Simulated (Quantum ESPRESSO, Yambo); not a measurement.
# Quasiparticle gap of BaTiO3 (P4mm) in Yambo, part 3 of 3

Aim: the G0W0 gap of BaTiO3 (P4mm) on PBE, step by step.

Quantum ESPRESSO 7.5 and Yambo 5.3.0; PBE and many-body steps on it, plane waves. Known limits of the many-body steps: not at the basis limit; no spin-orbit coupling; coarse k mesh.

So far. Step 3 (Bands along the symmetry lines): The gap is 1.845 eV, as in the run before at this level. Step 4 (Empty states on the mesh, 4×4×4 mesh, 129 bands): On this mesh the gap is 1.845 eV.

The database entry behind the starting cell differs from later determinations by our own check (c/a about 0.6 % short), so it need not match the best structure at ambient conditions.

## 6. Screening and self-energy, 4×4×4 mesh, 129 bands, screening to 136.1 eV

G0W0 replaces the xc potential by the self-energy, built once from these orbitals. Only a window of levels is corrected, while the sums run over the empty bands that the input names.

This step: G0W0 on PBE, plane waves, norm-conserving pseudopotentials.

Input file gw1.in:

```
HF_and_locXC
gw0
dyson
ppa
em1d
rim_cut
RandQpts= 1000000
RandGvec= 1 RL
EXXRLvcs= 76 Ry
VXCRLvcs= 304 Ry
Chimod= "HARTREE"
% BndsRnXp
 1 | 129 |
%
NGsBlkXp= 10 Ry
% LongDrXp
 1 | 1 | 1 |
%
% GbndRnge
 1 | 129 |
%
DysSolver= "n"
ExtendOut
PPAPntXp= 27.21138 eV
% QPkrange
 18 | 18 | 19 | 22 |
 1 | 1 | 19 | 22 |
%
```

Started as:

```console
$ OMP_NUM_THREADS=1 mpirun -n 4 yambo -F gw1.in -J gw1 -C gw1 > gw1.log
```

Output:

```text
 Yambo, version 5.3.0

 [02] CORE Variables Setup
 =========================

  [... cell, symmetries and grids as in the set-up ...]

  [02.05] Energies & Occupations
  ==============================

  [X] === General ===
  [X] Electronic Temperature                        :  0.000000  0.000000 [eV K]
  [X] Bosonic    Temperature                        :  0.000000  0.000000 [eV K]
  [X] Finite Temperature mode                       : no
  [X] El. density                                   :  0.62226E+24 [cm-3]
  [X] Fermi Level                                   :  10.42650 [eV]

  [X] === Gaps and Widths ===
  [X] Conduction Band Min                           :  1.844946 [eV]
  [X] Valence Band Max                              :  0.000000 [eV]
  [X] Filled Bands                                  :  20
  [X] Empty Bands                                   :   21  129
  [X] Direct Gap                                    :  2.185195 [eV]
  [X] Direct Gap localized at k                     :  1
  [X] Indirect Gap                                  :  1.844946 [eV]
  [X] Indirect Gap between kpts                     :  18   1
  [X] Last valence band width                       :  0.921446 [eV]
  [X] 1st conduction band width                     :  2.384365 [eV]

 [03] Transferred momenta grid and indexing
 ==========================================

 IBZ Q-points                                      :  18
 BZ  Q-points                                      :   64

 K/Q-points units:
 rlu = crystal or reduced units; cc = cartesian coordinates; iku = interal k-units

 Q [ 1]         [rlu]:  0.000000  0.000000  0.000000
 Q [ 2]         [rlu]:  0.000000  0.000000  0.250000
 Q [ 3]         [rlu]:  0.000000  0.000000 -0.500000
 Q [ 4]         [rlu]:  0.000000  0.250000  0.000000
 Q [ 5]         [rlu]:  0.000000  0.250000  0.250000
 Q [ 6]         [rlu]:  0.000000  0.250000 -0.500000
 Q [ 7]         [rlu]:  0.000000 -0.500000  0.000000
 Q [ 8]         [rlu]:  0.000000 -0.500000  0.250000
 Q [ 9]         [rlu]:  0.000000 -0.500000 -0.500000
 Q [10]         [rlu]:  0.250000  0.250000  0.000000
     [... 6 further rows ...]
 Q [17]         [rlu]: -0.500000 -0.500000  0.250000
 Q [18]         [rlu]: -0.500000 -0.500000 -0.500000

 [04] Coloumb potential Random Integration (RIM)
 ===============================================

  [04.01] RIM initialization
  ==========================

  * Diagonal components only detected *

  8 x (sBL volume)        :  0.071477 [a.u.]
  sBZ random points       :  1000000
  Points outside the sBZ  :   7992674
  RL volume               :  0.571816 [a.u.]
  Integrated volume       :  0.572340 [a.u.]

  [04.02] RIM integrals
  =====================

  Gamma point sphere radius             :  0.075279 [a.u.]
  Points outside the sphere             :   799805
  [Int_sBZ(q=0) 1/q^2]*(Vol_sBZ)^(-1/3) =:  7.678263
                                 should be <:  7.795600

  Summary of Coulomb integrals for non-metallic bands |Q|[au] RIM/Bare

  Q [1] 0.100000E-4 0.984948 * Q [2] 0.206876 1.047531
  Q [4] 0.207818 1.051805 * Q [5] 0.293234 1.049190
  Q [10] 0.293899 1.050618 * Q [11] 0.359408 1.035725
  Q [3] 0.413753 1.019729 * Q [7] 0.415636 1.019337
  Q [6] 0.463012 1.018201 * Q [8] 0.464275 1.017296
  Q [13] 0.464695 1.017702 * Q [12] 0.507512 1.016101
  Q [14] 0.508664 1.015336 * Q [9] 0.586468 1.011933
  Q [16] 0.587797 1.011712 * Q [15] 0.622200 1.010847
  Q [17] 0.623140 1.010401 * Q [18] 0.718817 1.008389

 [05] Dipoles
 ============

  [05.01] Setup: observables and procedures
  =========================================

  [WARNING] [x,Vnl] slows the Dipoles computation. To neglect it rename the ns.kb_pp file

 [06] Dynamic Dielectric Matrix (PPA)
 ====================================

 [WR./gw1//ndb.pp]---------------------------------------------------------------
  Brillouin Zone Q/K grids (IBZ/BZ)                :   18   64   18   64
  RL vectors                                       :   5983 [WF]
  Coulomb cutoff potential                         : none
  Electronic Temperature                           :  0.000000 [K]
  Bosonic    Temperature                           :  0.000000 [K]
  PPA    diel. fun.  energies                      : Perdew, Burke & Ernzerhof(X)+Perdew, Burke & Ernzerhof(C)
  wavefunctions                                    : Perdew, Burke & Ernzerhof(X)+Perdew, Burke & Ernzerhof(C)
  Global Gauge                                     : length
  X matrix size                                    :  253
  X band range                                     :    1  129
  X e/h energy range                               : -1.000000 -1.000000 [eV]
  X Time ordering                                  : R
  X Hxc Kernel                                     : HARTREE
  X Drude frequency                                :  0.000000  0.000000
  X poles                                          :  100.0000 [o/o]
  RL vectors in the sum                            :   5983
  [r,Vnl] included                                 : yes
  Field direction                                  :  0.577350E-5  0.577350E-5  0.577350E-5
  BZ energy Double Grid                            : no
  BZ energy DbGd points                            : 0
  BZ Q point size factor                           : -1.000000
  X Optical Averaged directions                    : none

 [07] Local Exchange-Correlation + Non-Local Fock
 ================================================

 [VXC] Plane waves :   38811
 [EXS] Plane waves :   4945

 QP @ state[ 1 ] K range:  1  1
 QP @ state[ 1 ] b range:  19  22
 QP @ state[ 2 ] K range:  18  18
 QP @ state[ 2 ] b range:  19  22

 [xc] Functional : Perdew, Burke & Ernzerhof(X)+Perdew, Burke & Ernzerhof(C)
 [xc] LIBXC used to calculate xc functional
  PP Number of Atomic Species                      :  3
  NLCC RL compoments                               :   38811
  PP Number of Atomic Species                      :  3
  NLCC RL compoments                               :   38811

 [xc] E_xc :  -21.67160 [Ha]
      E_xc :  -43.34321 [Ry]

  Local XC kind (lXC) : Perdew, Burke & Ernzerhof(X)+Perdew, Burke & Ernzerhof(C)
  Non-Local XC kind (nlXC) : Hartree-Fock

  Corrections @ K [1] :  [eV]
 <19|nlXC|19> = -24.44848 -0.11947E-16 <19|lXC|19> = -20.02345 -0.47204E-16
 <20|nlXC|20> = -24.44835 -0.10312E-16 <20|lXC|20> = -20.02345  0.000000
 <21|nlXC|21> = -11.40013 -0.67176E-18 <21|lXC|21> = -18.77758 -0.18882E-15
 <22|nlXC|22> = -12.04196 -0.29307E-18 <22|lXC|22> = -19.04558 -0.47204E-16

  Corrections @ K [18] :  [eV]
 <19|nlXC|19> = -24.90427 -0.15702E-16 <19|lXC|19> = -19.96267  0.37763E-15
 <20|nlXC|20> = -24.94241 -0.78957E-17 <20|lXC|20> = -19.98901  0.000000
 <21|nlXC|21> = -13.11098 -0.22459E-18 <21|lXC|21> = -21.86211  0.18882E-15
 <22|nlXC|22> = -13.22005 -0.51889E-18 <22|lXC|22> = -21.87816 -0.18882E-15

  [07.01] Hartree-Fock occupations report
  =======================================

  [Hartree-Fock] === General ===
  [Hartree-Fock] Electronic Temperature             :  0.000000  0.000000 [eV K]
  [Hartree-Fock] Bosonic    Temperature             :  0.000000  0.000000 [eV K]
  [Hartree-Fock] Finite Temperature mode            : no
  [Hartree-Fock] El. density                        :  0.62226E+24 [cm-3]
  [Hartree-Fock] Fermi Level                        :  10.42650 [eV]

  [Hartree-Fock] === Gaps and Widths ===
  [Hartree-Fock] Conduction Band Min                :  1.919339 [eV]
  [Hartree-Fock] Valence Band Max                   : -0.036826 [eV]
  [Hartree-Fock] Filled Bands                       :  20
  [Hartree-Fock] Empty Bands                        :   21  129
  [Hartree-Fock] Direct Gap                         :  2.450808 [eV]
  [Hartree-Fock] Direct Gap localized at k          :  2
  [Hartree-Fock] Indirect Gap                       :  1.956164 [eV]
  [Hartree-Fock] Indirect Gap between kpts          :  17   2
  [Hartree-Fock] Last valence band width            :  4.916575 [eV]
  [Hartree-Fock] 1st conduction band width          :  11.06110 [eV]

 [08] Dyson equation: Newton solver
 ==================================

  [08.01] G0W0 (W PPA)
  ====================

  [  GW  ] Bands range     :    1  129
  [GW/PPA] G damping       :  0.100000 [eV]

  QP @ state[ 1 ] K range:  1  1
  QP @ state[ 1 ] b range:  19  22
  QP @ state[ 2 ] K range:  18  18
  QP @ state[ 2 ] b range:  19  22

   Sc/G bands                                       :    1  129
   Sc/G damping                                     :  0.100000 ev
   Sc bands terminator                              : no
   Sx RL components                                 :   4945

   QP @ state[ 1 ] K range                          :  1  1
   QP @ state[ 1 ] b range                          :  19  22
   QP @ state[ 2 ] K range                          :  18  18
   QP @ state[ 2 ] b range                          :  19  22
   GF energies kind                                 : Perdew, Burke & Ernzerhof(X)+Perdew, Burke & Ernzerhof(C)
   GF WF`s kind                                     : Perdew, Burke & Ernzerhof(X)+Perdew, Burke & Ernzerhof(C)
   Xs energies kind                                 : Perdew, Burke & Ernzerhof(X)+Perdew, Burke & Ernzerhof(C)
   Xs WF`s kind                                     : Perdew, Burke & Ernzerhof(X)+Perdew, Burke & Ernzerhof(C)

 [11] Game Over & Game summary
```

Wall time 3.9 min (4 MPI ranks of Arm Neoverse V2, shared host); peak memory 2.1 GiB; 16 min of CPU time.

Numbers from this step:

```
G0W0 gap on the points computed              : 3.312 eV
starting gap on the mesh                     : 1.845 eV
k of the valence top                         : -0.5, -0.5, -0.5
k of the conduction bottom                   : 0, 0, 0
least direct G0W0 gap on the computed points : 3.663 eV
Z at the valence top                         : 0.7633
Z at the conduction bottom                   : 0.7772
```

The gap on the mesh goes from 1.84 eV to 3.31 eV, a correction of +1.47 eV.

Limits: finite bands, cutoff and mesh; no spin-orbit coupling; coarse k mesh. v1 is the top filled band, c1 the lowest empty one. Levels before and after the correction, in eV, zero at the valence-band top of each column:

```
           conduction bottom  valence top
Kohn-Sham               1.84         0.00
     G0W0               3.31         0.00
```

```
                         level  energy (eV)
Kohn-Sham              Γ v2-v1       -0.340
Kohn-Sham                 Γ c1        1.845
Kohn-Sham                 Γ c2        2.161
Kohn-Sham  (-0.5 -0.5 -0.5) v2       -0.139
Kohn-Sham  (-0.5 -0.5 -0.5) v1        0.000
Kohn-Sham  (-0.5 -0.5 -0.5) c1        4.229
Kohn-Sham  (-0.5 -0.5 -0.5) c2        4.252
     G0W0              Γ v2-v1       -0.350
     G0W0                 Γ c1        3.312
     G0W0                 Γ c2        3.657
     G0W0  (-0.5 -0.5 -0.5) v2       -0.166
     G0W0  (-0.5 -0.5 -0.5) v1        0.000
     G0W0  (-0.5 -0.5 -0.5) c1        5.968
     G0W0  (-0.5 -0.5 -0.5) c2        6.061
```

## 7. Where the time went

Times are wall times on the hardware named with each run, good to a factor of about two.

```
                          step     time  share  memory (GiB)
                  ground state     23 s    8 %          0.37
bands along the symmetry lines     11 s    4 %          0.27
      empty states on the mesh     22 s    8 %          0.43
         conversion and set-up    2.9 s    1 %          0.25
     screening and self-energy  3.9 min   80 %           2.1
```

## 8. What came out

```json
{"PBE gap": "1.84 eV, indirect", "G0W0 gap on the mesh": "3.31 eV", "GW settings": "4×4×4 mesh, 129 bands, screening to 136.1 eV, Godby-Needs plasmon pole", "known limits": "not at the basis limit; no spin-orbit coupling; coarse k mesh"}
```

What this shows: G0W0 moves the gap on the mesh from 1.84 eV to 3.31 eV (+1.47 eV), with Z of 0.76 and 0.78 at the edges. Only 2 of the mesh's irreducible points were corrected, so a valley elsewhere could overtake. The dearest step here is «screening and self-energy». Bands and cutoff are finite, so the gap is not at the basis limit. The miss can reach some tenths of an eV and take either sign; the mesh is an error of its own. In the G0W0 run levels were corrected at 2 k points alone, so a gap called «on the mesh» is the least over those, and an edge elsewhere would be missed. The 4×4×4 mesh is coarse for this cell, which bears on the long-range parts of exchange and screening. The many-body steps are scalar-relativistic: spin-orbit coupling is not in them.

[Paths, hosts, dates, memory and timing lines, banners, echoed tables and standing remarks are left out of the program output.]

[Logs are printed without paths, hosts, clocks, repeated set-up lines and the standing remarks that a program may print on its own settings, such as how far it seeks lower states.]

[Runs of the session that timed out or met a known fault of the program may be left out.]

[Hosts, paths, dates, database ids (printed as entryN), source tags and the programs' standing remarks are cut or masked in the printed files.]
